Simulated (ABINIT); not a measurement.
An input for ABINIT 10.8.3 (K2LiScF6 (Fm-3m)):

```
acell 3*1.0 Angstrom
rprim 
  0.000000000000 4.144804000000 4.144804000000
  4.144804000000 0.000000000000 4.144804000000
  4.144804000000 4.144804000000 0.000000000000
ntypat 4
znucl 19 3 21 9
natom 10
typat 1 1 2 3 4 4 4 4 4 4
xred 
  0.250000000000 0.250000000000 0.250000000000
  0.750000000000 0.750000000000 0.750000000000
  0.500000000000 0.500000000000 0.500000000000
  -0.000000000000 -0.000000000000 -0.000000000000
  0.245587000000 0.245587000000 0.754413000000
  0.245587000000 0.754413000000 0.754413000000
  0.754413000000 0.754413000000 0.245587000000
  0.245587000000 0.754413000000 0.245587000000
  0.754413000000 0.245587000000 0.754413000000
  0.754413000000 0.245587000000 0.245587000000
pp_dirpath "pseudos"
pseudos "K.upf, Li.upf, Sc.upf, F.upf"
ecut 36
ngkpt 2 2 2
nshiftk 1
shiftk 0 0 0
kptopt 1
chksymbreak 0
iscf -2
irdden 1
istwfk *1
nband 508
nbdbuf 46
tolwfr 1e-09
nstep 60
prtvol 0
indata_prefix "in"
outdata_prefix "out"
tmpdata_prefix "tmp"
```

```sh
OMP_NUM_THREADS=1 mpirun -n 4 abinit run.abi > log
```

Q: How long will it take on 4 MPI ranks of Intel Xeon Platinum 8375C at 2.90GHz (Ice Lake), shared host, and how much memory?

It took 11 min; on shared hardware allow 5.7 min to 23 min. Peak host memory was 0.7 GiB.

[Paths, hosts, dates, memory and timing lines, banners, echoed tables and standing remarks are left out of the program output.]

[Logs are printed without paths, hosts, clocks, repeated set-up lines and the standing remarks that a program may print on its own settings, such as how far it seeks lower states.]

[Runs of the session that timed out or met a known fault of the program may be left out.]

[Hosts, paths, dates, database ids (printed as entryN), source tags and the programs' standing remarks are cut or masked in the printed files.]

[G0W0 gaps are taken among the corrected bands and points alone; a level outside them can change the order at an edge.]

[Where Ansatz stands beside ABINIT at settings called matched, ABINIT's density can come from a denser mesh and the files from another edition; pairs whose starting gaps differed by over 0.03 eV were left out, so agreement reads better than it is.]
